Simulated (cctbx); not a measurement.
## Diagnosing a refinement

Cell a = 4.9820 Å, b = 4.9820 Å, c = 15.5320 Å, α = 90.00°, β = 90.00°, γ = 120.00°; space group P6_3/mmc (no. 194). The compound is Tm3Ni8B.

Simulated single-crystal data (cctbx): Ag Kα, λ = 0.56087 Å, to d = 0.6 Å, 50 % of the full sphere, strongest reflection 20000 counts, noise from counting, a 3 % proportional error and a noise floor of 4 counts (s.d.); no absorption.

An anisotropic refinement with weights 1/σ² prints:

```text
Rint 0.034, 354 unique reflections to 0.60 A
cycle     R1     wR2    GooF  max shift (A)
   1  0.0204  0.0495   2.059   0.00085
   2  0.0179  0.0409   1.701   0.00000
final R1 0.0179 wR2 0.0409 GooF 1.701  parameters 15  data/parameter 23.6
atom        x        y        z      Ueq    occ   su(xyz)  su(Uiso or U11)
Tm1    0.33333  0.66667  0.75000   0.0096  1.000  0.00000  0.0001
Tm2    0.66667  0.33333  0.04309   0.0095  1.000  0.00002  0.0001
Ni1    0.00000  0.00000  0.50000   0.0185  1.000  0.00000  0.0004
Ni2    0.00000  0.00000  0.25000   0.0113  1.000  0.00000  0.0003
Ni3    0.83155  0.16845  0.62856   0.0140  1.000  0.00008  0.0002
difference map: max 11.89 min -1.11 rms 0.37
Q1    0.3333  0.6667  0.2500    2   11.89  2.36 A from Ni3
Q2    0.0000  0.0000  0.2500    2    1.78  0.00 A from Ni2
Q3    0.1282  0.5641  0.7500    6    1.47  0.88 A from Tm1
Q4    0.3333  0.6667  0.1139    4    1.30  1.44 A from Ni3
Q5    0.3333  0.6667  0.7500    2    1.23  0.00 A from Tm1
Q6    0.2340  0.4681  0.1361   12    1.21  0.58 A from Ni3
```

**Question.** Can this result stand? If not, what is the likely fault?

Mend it. The fault: an atom left out, B at (1/3, 2/3, 1/4). Against the right model at the same level, R1 goes from 0.0102 to 0.0179 and GooF from 0.98 to 1.70 and the top difference peak, 11.9 e/Å³, lies 2.36 Å from Ni3. Q1 is the missing atom. With scattering power missing, scale and phases suffer, so peaks may also grow on the heavy atoms.

The compound is Tm3Ni8B. The right model at the same level gives:

```text
Rint 0.034, 354 unique reflections to 0.60 A
cycle     R1     wR2    GooF  max shift (A)
   1  0.0140  0.0361   1.505   0.00040
   2  0.0102  0.0236   0.982   0.00000
final R1 0.0102 wR2 0.0236 GooF 0.982  parameters 17  data/parameter 20.8
atom        x        y        z      Ueq    occ   su(xyz)  su(Uiso or U11)
Tm1    0.33333  0.66667  0.75000   0.0097  1.000  0.00000  0.0001
Tm2    0.66667  0.33333  0.04309   0.0096  1.000  0.00001  0.0001
Ni1    0.00000  0.00000  0.50000   0.0185  1.000  0.00000  0.0002
Ni2    0.00000  0.00000  0.25000   0.0112  1.000  0.00000  0.0002
Ni3    0.83158  0.16842  0.62854   0.0143  1.000  0.00004  0.0001
B1     0.33333  0.66667  0.25000   0.0323  1.000  0.00000  0.0033
difference map: max 1.54 min -1.02 rms 0.26
Q1    0.1279  0.5639  0.7500    6    1.62  0.89 A from Tm1
Q2    0.3333  0.6667  0.1136    4    1.27  1.44 A from Ni3
Q3    0.2358  0.4716  0.1374   12    1.13  0.60 A from Ni3
Q4    0.0947  0.1895  0.7500    6    1.00  0.82 A from Ni2
Q5    0.1414  0.2828  0.0220   12    0.97  1.27 A from Ni1
Q6    0.1650  0.5825  0.5192   12    0.96  0.82 A from Tm2
```

The model is made up (kin elements in a known structure type, no relaxation), so it says nothing on whether the phase exists.

[Middle refinement cycles are left out of these outputs.]

[Logs are printed without paths, hosts, clocks, repeated set-up lines and the standing remarks that a program may print on its own settings, such as how far it seeks lower states.]
